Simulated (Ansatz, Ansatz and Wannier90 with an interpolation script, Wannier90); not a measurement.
## From a coarse GW mesh to bands everywhere: Diamond (Fd-3m, 2 atoms a cell)

G0W0 gives levels on a mesh alone; what do the bands of Diamond (Fd-3m, 2 atoms a cell) look like between the points?

Method: LDA, Wannier functions and G0W0, plane waves, PAW, in Ansatz 0.2.0.

**What was measured.**

- Gap 5.5 eV: band gap, experimental literature value; bulk crystal (quoted in “Fermi level pinning by defects can explain the large reported carbon 1s binding energy variations in diamond”, 2019, arxiv:1902.02958).

- Gap 5.47 eV: experimental band gap used as input; bulk crystal (quoted in “Enhanced Electron Emission Performance and Air‐Surface Stability in ScO‐Terminated Diamond for Thermionic Energy Converters”, 2024, pmc:11600692).

This is a report of a sequence of runs, with most program output left out.

### Step 1. Set-up

It takes space group Fd-3m (No. 227, cubic). The conventional cell has a = 3.567 Å, b = 3.567 Å, c = 3.567 Å, α = 90.00°, β = 90.00°, γ = 90.00°. C has 4 C at 1.54 Å nearest.

The cell and positions come from the Crystallography Open Database and are kept as given unless a step says otherwise. The default PAW set here is soft_2. Its files were made with PBE.

### Step 2. LDA bands

The cheap functional maps the bands first; the places of the edges decide which points the dearer methods must see.

This step: DFT, LDA, plane waves, PAW.

Contents of input.yaml:

```yaml
crystal:
  lattice:
    - [0.0, 1.78337, 1.78337]
    - [1.78337, 0.0, 1.78337]
    - [1.78337, 1.78337, 0.0]
  atoms:
    - { symbol: C, position: [0.5, 0.5, 0.5] }
    - { symbol: C, position: [0.75, 0.75, 0.75] }
kpoints:
  mp_grid: { grid: [12, 12, 12] }
  band_path:
    path:
      - [[0.0, 0.0, 0.0], [0.5, 0.0, 0.5], [0.625, 0.25, 0.625]]
      - [[0.375, 0.375, 0.75], [0.0, 0.0, 0.0], [0.5, 0.5, 0.5], [0.5, 0.25, 0.75], [0.5, 0.0, 0.5]]
    npoints: 10
hamiltonian:
  xc: lda
scf:
  occupations: { method: fermi_dirac, width: 0.02 }
  n_extra_bands: 30
output:
  eigenvalues: true
  fatbands: true
  write_density: true
  write_potential: true
  elf: true
  volumetric_format: npy
```

Run with:

```console
ansatz run input.yaml --threads 12 --pin off --max-ram 22118MiB --backend cpu --events-out ev --progress --plain --runs-dir out
```

Run time: 0.43 s. Hardware: 12 threads of Intel Xeon 6975P-C (Granite Rapids), shared host; peak memory 0.3 GiB.

This step gave:

| Quantity | Value |
| --- | --- |
| filled bands | 4 |
| gap | 4.107 eV |
| valence top at | Γ |
| conduction bottom at | k = (0.350, 0.000, 0.350) |
| least direct gap | 5.539 eV |

The gap is indirect, with the least direct gap 1.43 eV higher.

Electronic bands along the path, in eV, zero at the top of the highest nominally filled band; v1 is the highest filled band, c1 the lowest empty one:

| point | v4 | v3 | v2 | v1 | c1 | c2 | c3 | c4 |
| --- | --- | --- | --- | --- | --- | --- | --- | --- |
| Γ | -21.33 | 0.00 | 0.00 | 0.00 | 5.54 | 5.54 | 5.54 | 13.50 |
| halfway | -19.05 | -4.41 | -4.12 | -4.12 | 4.41 | 10.18 | 11.48 | 11.48 |
| X | -12.62 | -12.62 | -6.30 | -6.30 | 4.71 | 4.71 | 16.61 | 16.61 |
| halfway | -12.52 | -12.36 | -7.58 | -6.06 | 4.94 | 6.61 | 15.93 | 16.28 |
| U | -12.78 | -11.60 | -9.37 | -5.37 | 5.62 | 10.65 | 14.22 | 15.50 |
| jump to K | -12.78 | -11.60 | -9.37 | -5.37 | 5.62 | 10.65 | 14.22 | 15.50 |
| halfway | -18.77 | -6.43 | -5.56 | -1.75 | 8.08 | 8.61 | 9.98 | 13.60 |
| Γ | -21.33 | 0.00 | 0.00 | 0.00 | 5.54 | 5.54 | 5.54 | 13.50 |
| halfway | -19.61 | -6.54 | -1.75 | -1.75 | 7.72 | 7.72 | 8.18 | 14.55 |
| L | -15.49 | -13.37 | -2.80 | -2.80 | 8.39 | 8.39 | 8.99 | 15.38 |
| halfway | -14.48 | -12.34 | -6.27 | -4.69 | 8.18 | 9.44 | 13.01 | 14.69 |
| W | -11.79 | -11.79 | -8.36 | -8.36 | 10.44 | 10.44 | 12.31 | 12.31 |
| halfway | -12.27 | -12.27 | -7.33 | -7.33 | 6.81 | 6.81 | 15.41 | 15.41 |
| X | -12.62 | -12.62 | -6.30 | -6.30 | 4.71 | 4.71 | 16.61 | 16.61 |

ELF in the ac plane of a cell with a along [110], b along [-110] and c along [001] of the cube at fractional y = 0.000, with atoms of C within 0.2 Å of it. It is the smooth field of the valence electrons, not physical close to the nuclei.

Ten even steps from '0' (0.03) to '9' (0.90), each cell a mean:
```
35423533542353
64100356410035
21000022100002
00011000001100
01354200135420
13544421354442
57513765751376
69857986985798
17867841786784
```
Columns run along a (5.0 Å), rows up along c (3.6 Å), edges of the conventional cell, whose origin can differ from the input's. Atoms in or near the plane, at fractional coordinates: C at (0.00, 0.00), C at (0.50, 0.00), C at (0.25, 0.25), C at (0.75, 0.25).

Valence density in the ac plane of a cell with a along [110], b along [-110] and c along [001] of the cube at fractional y = 0.000, with atoms of C within 0.2 Å of it. It is the smooth field of the valence electrons, not physical close to the nuclei.

Values in e/Å³, 9 rows by 14 columns, each cell a mean:
```
1.7 1.1 0.5 0.3 0.4 0.8 1.5 1.7 1.1 0.5 0.3 0.4 0.8 1.5
0.9 0.6 0.2 0.1 0.2 0.4 0.8 0.9 0.6 0.2 0.1 0.2 0.4 0.8
0.3 0.2 0.1 0.1 0.1 0.2 0.3 0.3 0.2 0.1 0.1 0.1 0.2 0.3
0.1 0.1 0.2 0.2 0.2 0.2 0.1 0.1 0.1 0.2 0.2 0.2 0.2 0.1
0.1 0.2 0.4 0.7 0.6 0.3 0.1 0.1 0.2 0.4 0.7 0.6 0.3 0.1
0.2 0.4 1.0 1.5 1.3 0.6 0.3 0.2 0.4 1.0 1.5 1.3 0.6 0.3
0.6 0.9 1.5 1.8 1.7 1.2 0.7 0.6 0.9 1.5 1.8 1.7 1.2 0.7
1.4 1.5 1.7 1.6 1.7 1.6 1.4 1.4 1.5 1.7 1.6 1.7 1.6 1.4
1.8 1.7 1.1 0.8 0.9 1.4 1.8 1.8 1.7 1.1 0.8 0.9 1.4 1.8
```
Columns run along a (5.0 Å), rows up along c (3.6 Å), edges of the conventional cell, whose origin can differ from the input's. Atoms in or near the plane, at fractional coordinates: C at (0.00, 0.00), C at (0.50, 0.00), C at (0.25, 0.25), C at (0.75, 0.25).

### Step 3. Overlaps and projections on 12×12×12

This step: overlaps and projections of LDA states for Wannier90, plane waves, PAW.

input.yaml, the sections that differ from step 2:

```yaml
kpoints:
  mp_grid: { grid: [12, 12, 12] }
scf:
  occupations: { method: fixed }
  n_extra_bands: 30
output:
  wannier:
    kmesh: [12, 12, 12]
    projections: [{ species: C, l: s, shell: 2 }, { species: C, l: p, shell: 2 }]
    minimise: false
    seedname: w
    disentanglement: { window: [-8.42, 30.67], frozen_window: [-8.42, 20.17] }
# crystal, hamiltonian: as in step 2
```

Elapsed: 0.95 s, on 12 threads; peak memory 0.65 GiB; 3.4 s of CPU time.

### Step 4. Wannier functions by Wannier90 (C:2s C:2p) on 12×12×12

Localised functions give a small Hamiltonian that interpolates between mesh points at no cost.

This step: maximally localised Wannier functions from the overlaps of LDA states (plane waves, PAW).

Contents of w.win:

```
num_iter = 1200
conv_tol = 1.0e-8
conv_window = 5
dis_num_iter = 4000
dis_conv_tol = 1.0e-8
dis_mix_ratio = 0.7
write_hr = true
use_ws_distance = false
num_print_cycles = 50
! ansatz wannier90 interface
! projections by site (counted from 0) and shell: 0 2S, 1 2S, 0 2P, 1 2P
! states of the run's bands (counted from 1): 1-9
num_bands = 9
num_wann  = 8
dis_win_min = -8.42
dis_win_max = 30.67
dis_froz_min = -8.42
dis_froz_max = 20.17
guiding_centres = true

begin unit_cell_cart
Ang
                      0.0                  1.78337                  1.78337
                  1.78337                      0.0                  1.78337
                  1.78337                  1.78337                      0.0
end unit_cell_cart

begin atoms_frac
C                        0.5                      0.5                      0.5
C                       0.75                     0.75                     0.75
end atoms_frac

mp_grid = 12 12 12

[... the mesh's points ...]
```

Run with:

```console
OMP_NUM_THREADS=1 mpirun -n 8 wannier90.x w > wannier90.x.log
```

The job ended after 3.7 s (8 MPI ranks).

Numbers from this step:

* gauge-invariant spread: 6.105 Å²
* diagonal spread: 0.07850 Å²
* off-diagonal spread: 2.845 Å²
* total spread: 9.028 Å²
* disentanglement steps: 15
* r.m.s. interpolation error: 0.002636 eV
* r.m.s. error near the gap: 0.004076 eV

Near the gap the model misses directly solved bands by 4.1 meV r.m.s. and by 22 meV at most in the window tested. This tests the starting bands, not the corrections carried with them.

Wannier functions, by row:

| function | x (Å) | y (Å) | z (Å) | spread (Å²) | nearest atom | distance (Å) |
| --- | --- | --- | --- | --- | --- | --- |
| 1 | 1.783 | 1.783 | 1.783 | 0.9 | C1 | 0 |
| 2 | 2.675 | 2.675 | 2.675 | 0.9 | C2 | 0 |
| 3 | 1.783 | 1.783 | 1.783 | 1.205 | C1 | 0 |
| 4 | 1.783 | 1.783 | 1.783 | 1.205 | C1 | 0 |
| 5 | 1.783 | 1.783 | 1.783 | 1.205 | C1 | 0 |
| 6 | 2.675 | 2.675 | 2.675 | 1.205 | C2 | 0 |
| 7 | 2.675 | 2.675 | 2.675 | 1.205 | C2 | 0 |
| 8 | 2.675 | 2.675 | 2.675 | 1.205 | C2 | 0 |

Frozen up to 7.11 eV; above it the model need not follow the bands. Electronic bands along the path, in eV, zero at the valence-band top; v1 is the highest filled band, c1 the lowest empty one:

| point | v4 | v3 | v2 | v1 | c1 | c2 | c3 | c4 |
| --- | --- | --- | --- | --- | --- | --- | --- | --- |
| Γ | -21.33 | 0.00 | 0.00 | 0.00 | 5.54 | 5.54 | 5.54 | 13.50 |
| halfway | -19.05 | -4.41 | -4.12 | -4.12 | 4.41 | 10.18 | 11.48 | 11.48 |
| X | -12.62 | -12.62 | -6.30 | -6.30 | 4.71 | 4.71 | 16.61 | 16.61 |
| halfway | -12.52 | -12.36 | -7.58 | -6.06 | 4.94 | 6.63 | 15.93 | 16.28 |
| U | -12.78 | -11.60 | -9.36 | -5.36 | 5.62 | 10.68 | 14.20 | 15.48 |
| jump to K | -12.78 | -11.60 | -9.36 | -5.36 | 5.62 | 10.68 | 14.20 | 15.48 |
| halfway | -18.77 | -6.43 | -5.56 | -1.75 | 8.08 | 8.61 | 9.98 | 13.60 |
| Γ | -21.33 | 0.00 | 0.00 | 0.00 | 5.54 | 5.54 | 5.54 | 13.50 |
| halfway | -19.61 | -6.54 | -1.75 | -1.75 | 7.72 | 7.72 | 8.18 | 14.55 |
| L | -15.49 | -13.37 | -2.80 | -2.80 | 8.39 | 8.39 | 8.99 | 15.38 |
| halfway | -14.48 | -12.33 | -6.27 | -4.70 | 8.18 | 9.45 | 13.00 | 14.63 |
| W | -11.79 | -11.79 | -8.36 | -8.36 | 10.44 | 10.44 | 12.31 | 12.31 |
| halfway | -12.27 | -12.27 | -7.33 | -7.33 | 6.82 | 6.82 | 15.41 | 15.41 |
| X | -12.62 | -12.62 | -6.30 | -6.30 | 4.71 | 4.71 | 16.61 | 16.61 |

The same for Kohn-Sham, solved directly:

| point | v4 | v3 | v2 | v1 | c1 | c2 | c3 | c4 |
| --- | --- | --- | --- | --- | --- | --- | --- | --- |
| Γ | -21.33 | 0.00 | 0.00 | 0.00 | 5.54 | 5.54 | 5.54 | 13.50 |
| X | -12.62 | -12.62 | -6.30 | -6.30 | 4.71 | 4.71 | 16.61 | 16.61 |
| U | -12.78 | -11.60 | -9.37 | -5.37 | 5.62 | 10.65 | 14.22 | 15.50 |
| K | -12.78 | -11.60 | -9.37 | -5.37 | 5.62 | 10.65 | 14.22 | 15.50 |
| Γ | -21.33 | 0.00 | 0.00 | 0.00 | 5.54 | 5.54 | 5.54 | 13.50 |
| L | -15.49 | -13.37 | -2.80 | -2.80 | 8.39 | 8.39 | 8.99 | 15.38 |
| W | -11.79 | -11.79 | -8.36 | -8.36 | 10.44 | 10.44 | 12.31 | 12.31 |
| X | -12.62 | -12.62 | -6.30 | -6.30 | 4.71 | 4.71 | 16.61 | 16.61 |

### Step 5. G0W0 at every point of the mesh: 12×12×12 mesh, 52 empty bands, screening to 160 eV

Now the one-shot GW correction: screening in the RPA, then the self-energy of the levels asked for.

This step: G0W0 on LDA, plane waves, PAW.

input.yaml, the sections that differ from step 3:

```yaml
scf:
  occupations: { method: fixed }
gw:
  n_empty_bands: 52
  ecut_chi: 160.0
  qp_bands: [v4, c3]
  screening: { model: contour_deformation }
# crystal, kpoints, hamiltonian: as in step 3
# output: removed
```

Run with:

```console
ansatz run input.yaml --threads 12 --pin off --max-ram 22118MiB --backend cpu --events-out ev --progress --plain --runs-dir out
```

Run time: 1.8 min. Hardware: 12 threads; peak memory 0.46 GiB; 11 min of CPU time.

This step gave:

| Property | Result |
| --- | --- |
| bands summed | 56 |
| RPA ε∞ on this mesh (eigenvalues) | 5.583, 5.583, 5.583 |
| plane waves in the screening matrix | 59 |
| q-points in the mesh | 1728 |
| G0W0 gap on the mesh | 5.442 eV |
| k of the valence top | 0, 0, 0 |
| k of the conduction bottom | 0, 0.4167, 0.4167 |
| starting gap on the mesh | 4.127 eV |
| Z at the valence top | 0.8279 |
| Z at the conduction bottom | 0.8403 |
| least direct G0W0 gap on the computed points | 7.264 eV |

The gap on the mesh goes from 4.13 eV to 5.44 eV, a correction of +1.31 eV, though a band edge has moved to another state. The start differs from the 4.11 eV found before because this mesh misses an edge.

### Step 6. Interpolating the corrections

A script adds the corrections, carried to the Wannier functions and back, to the LDA levels, along the path and on a 26×26×26 mesh.

* G0W0 gap over the zone: 5.376 eV
* valence top at: Γ
* starting gap over the zone: 4.101 eV
* least direct G0W0 gap: 7.264 eV
* G0W0 gap on the mesh: 5.442 eV
* valence width, start: 21.33 eV
* valence width, G0W0: 22.28 eV
* gap by a rigid shift: 5.416 eV

Levels solved directly plus the interpolated quasiparticle correction. Limits: finite bands, cutoff and mesh. Quasiparticle bands along the path, in eV, zero at the valence-band top of each set; v1 is the highest filled band, c1 the lowest empty one:

| point | v4 | v3 | v2 | v1 | c1 |
| --- | --- | --- | --- | --- | --- |
| Γ | -22.28 | 0.00 | 0.00 | 0.00 | 7.26 |
| halfway | -19.91 | -4.93 | -4.40 | -4.40 | 5.83 |
| X | -13.39 | -13.39 | -6.73 | -6.73 | 5.95 |
| halfway | -13.30 | -13.13 | -8.07 | -6.47 | 6.23 |
| U | -13.58 | -12.36 | -9.88 | -5.74 | 6.97 |
| jump to K | -13.58 | -12.36 | -9.88 | -5.74 | 6.97 |
| halfway | -19.63 | -7.00 | -5.95 | -1.88 | 9.67 |
| Γ | -22.28 | 0.00 | 0.00 | 0.00 | 7.26 |
| halfway | -20.50 | -7.06 | -1.87 | -1.87 | 9.35 |
| L | -16.35 | -13.94 | -3.01 | -3.01 | 10.04 |
| halfway | -15.32 | -12.96 | -6.78 | -5.02 | 9.86 |
| W | -12.60 | -12.60 | -8.85 | -8.85 | 12.21 |
| halfway | -13.05 | -13.05 | -7.80 | -7.80 | 8.29 |
| X | -13.39 | -13.39 | -6.73 | -6.73 | 5.95 |

The same for LDA:

| point | v4 | v3 | v2 | v1 | c1 |
| --- | --- | --- | --- | --- | --- |
| Γ | -21.33 | 0.00 | 0.00 | 0.00 | 5.54 |
| X | -12.62 | -12.62 | -6.30 | -6.30 | 4.71 |
| U | -12.78 | -11.60 | -9.37 | -5.37 | 5.62 |
| K | -12.78 | -11.60 | -9.37 | -5.37 | 5.62 |
| Γ | -21.33 | 0.00 | 0.00 | 0.00 | 5.54 |
| L | -15.49 | -13.37 | -2.80 | -2.80 | 8.39 |
| W | -11.79 | -11.79 | -8.36 | -8.36 | 10.44 |
| X | -12.62 | -12.62 | -6.30 | -6.30 | 4.71 |

Minima of the lowest conduction band, from levels solved directly at the displaced points, plus the interpolated correction; masses are left empty at degenerate points, on flat bands and where the interpolated correction rules the curvature; G0W0 masses are rough. Conduction valleys, by row:

| point | k (reciprocal lattice) | valleys in the zone | G0W0 level above the valence top (eV) | LDA level above the valence top (eV) | G0W0 principal masses (m_e) | LDA principal masses (m_e) |
| --- | --- | --- | --- | --- | --- | --- |
| - | 0.371 0.372 -0.000 | 6 | 5.376 | 4.101 | 0.259 0.260 1.051 | 0.292 0.292 1.626 |

Second differences of levels solved directly at the displaced points, plus the interpolated correction, at the quasiparticle band edges; no spin-orbit coupling; left empty where the band is flat or the interpolated correction rules the curvature. Effective masses, by row:

| carrier | point | Cartesian direction | band | LDA mass (m_e) | G0W0 mass (m_e) |
| --- | --- | --- | --- | --- | --- |
| hole | Γ | 100 | 4 | 0.535 | 0.402 |
| hole | Γ | 100 | 3 | 0.294 | 0.3 |
| hole | Γ | 100 | 2 | 0.294 | 0.3 |
| hole | Γ | 010 | 4 | 0.535 | 0.402 |
| hole | Γ | 010 | 3 | 0.294 | 0.3 |
| hole | Γ | 010 | 2 | 0.294 | 0.3 |
| hole | Γ | 001 | 4 | 0.535 | 0.402 |
| hole | Γ | 001 | 3 | 0.294 | 0.3 |
| hole | Γ | 001 | 2 | 0.294 | 0.3 |
| hole | Γ | 110 | 4 | 2.111 | 1.826 |
| hole | Γ | 110 | 3 | 0.294 | 0.3 |
| hole | Γ | 110 | 2 | 0.209 | 0.19 |
| hole | Γ | 111 | 4 | 0.691 | 0.678 |
| hole | Γ | 111 | 3 | 0.691 | 0.678 |
| hole | Γ | 111 | 2 | 0.173 | 0.161 |
| electron | 0.371 0.371 -0.000 | 100 | 5 | 0.292 | 0.259 |
| electron | 0.371 0.371 -0.000 | 010 | 5 | 0.292 | 0.259 |
| electron | 0.371 0.371 -0.000 | 110 | 5 | 0.292 | 0.259 |
| electron | 0.371 0.371 -0.000 | 111 | 5 | 0.402 | 0.346 |

The density of states has structure finer than the step of the table below, so its rows give means over 1 eV, whole bins alone (the curve runs from -23 to 8.3 eV). Peaks (eV: height): G0W0 -16.1: 0.402, -12.0: 0.657, -11.5: 0.488, -6.4: 0.787, -5.8: 0.813, -4.2: 0.682, 8.0: 0.572; LDA -15.4: 0.402, -11.3: 0.634, -6.1: 0.817, -5.4: 0.827, 8.1: 1.06.

Wannier model on a dense mesh, Gaussian width 0.15 eV. Limits: finite bands, cutoff and mesh. The density of states by energy, zero at the valence-band top of each set; means over each step; values in states/eV/cell:

| energy (eV) | G0W0 | LDA |
| --- | --- | --- |
| -22 | 0.0500 | 6.5e-5 |
| -21 | 0.120 | 0.0570 |
| -20 | 0.165 | 0.130 |
| -19 | 0.205 | 0.177 |
| -18 | 0.242 | 0.214 |
| -17 | 0.298 | 0.260 |
| -16 | 0.354 | 0.304 |
| -15 | 0.292 | 0.357 |
| -14 | 0.248 | 0.275 |
| -13 | 0.284 | 0.279 |
| -12 | 0.505 | 0.341 |
| -11 | 0.337 | 0.483 |
| -10 | 0.310 | 0.305 |
| -9 | 0.488 | 0.428 |
| -8 | 0.514 | 0.510 |
| -7 | 0.644 | 0.601 |
| -6 | 0.721 | 0.758 |
| -5 | 0.669 | 0.732 |
| -4 | 0.615 | 0.684 |
| -3 | 0.503 | 0.591 |
| -2 | 0.270 | 0.318 |
| -1 | 0.140 | 0.163 |
| 0 | 0.0290 | 0.0323 |
| 1 | 0 | 0 |
| 2 | 0 | 0 |
| 3 | 0 | 0 |
| 4 | 0 | 0.0332 |
| 5 | 0.00566 | 0.263 |
| 6 | 0.163 | 0.482 |
| 7 | 0.353 | 0.656 |

Corrections by starting level (eV, on the run's own energy scale, so only their differences matter):

| start | correction |
| --- | --- |
| -21.33 | −1.39 |
| -16.72 | −1.25 |
| -13.37 | −1.01 |
| -10.89 | −1.09 |
| -7.83 | −0.92 |
| -6.23 | −0.87 |
| -4.80 | −0.77 |
| -3.43 | −0.72 |
| -2.17 | −0.60 |
| -0.88 | −0.50 |
| 4.13 | +0.88 |
| 4.89 | +1.11 |
| 6.62 | +1.00 |
| 7.82 | +1.11 |
| 8.91 | +0.91 |
| 10.07 | +1.53 |
| 11.48 | +1.59 |
| 14.67 | +1.64 |

### Step 7. Outcome

```yaml
lda_gap: 4.10 eV
g0w0_gap_over_the_zone: 5.38 eV, indirect
least_direct_g0w0_gap_in_the_model: 7.26 eV
gw_settings: 12×12×12 mesh, 52 empty bands, screening to 160 eV
known_limits: not at the basis limit
```

In words: The Wannier model follows the LDA bands to 4 meV r.m.s. near the gap. The G0W0 gap over the zone is 5.38 eV, indirect, from Γ to k = (0.371, 0.371, 0.000); on the mesh alone it is 5.44 eV, and a rigid shift of the LDA bands would give 5.42 eV. The valence width in the model goes from 21.33 eV to 22.28 eV. At the band edge the lightest electron mass is 0.29 m_e at the start and 0.26 m_e in G0W0; the G0W0 masses rest on corrections from the 12×12×12 mesh alone and are rough. Against experiment, by G0W0@LDA: the gap of 5.38 eV lies −0.12 eV from the measured 5.5 eV (kind not stated, quoted 2019); the gap of 5.38 eV lies −0.09 eV from the measured 5.47 eV (kind not stated, quoted 2024). The calculation has static nuclei and no excitons; a measured gap holds zero-point and thermal motion, which mostly lowers it. Bands and cutoff are finite, so the gap is not at the basis limit. The miss can reach some tenths of an eV and take either sign; the mesh is an error of its own. Above the frozen window of the model the interpolated levels need not meet the computed ones, even at points of the mesh.

[Paths, hosts, dates, memory and timing lines, banners, echoed tables and standing remarks are left out of the program output.]

[Logs are printed without paths, hosts, clocks, repeated set-up lines and the standing remarks that a program may print on its own settings, such as how far it seeks lower states.]

[Runs of the session that timed out or met a known fault of the program may be left out.]

[Hosts, paths, dates, database ids (printed as entryN), source tags and the programs' standing remarks are cut or masked in the printed files.]
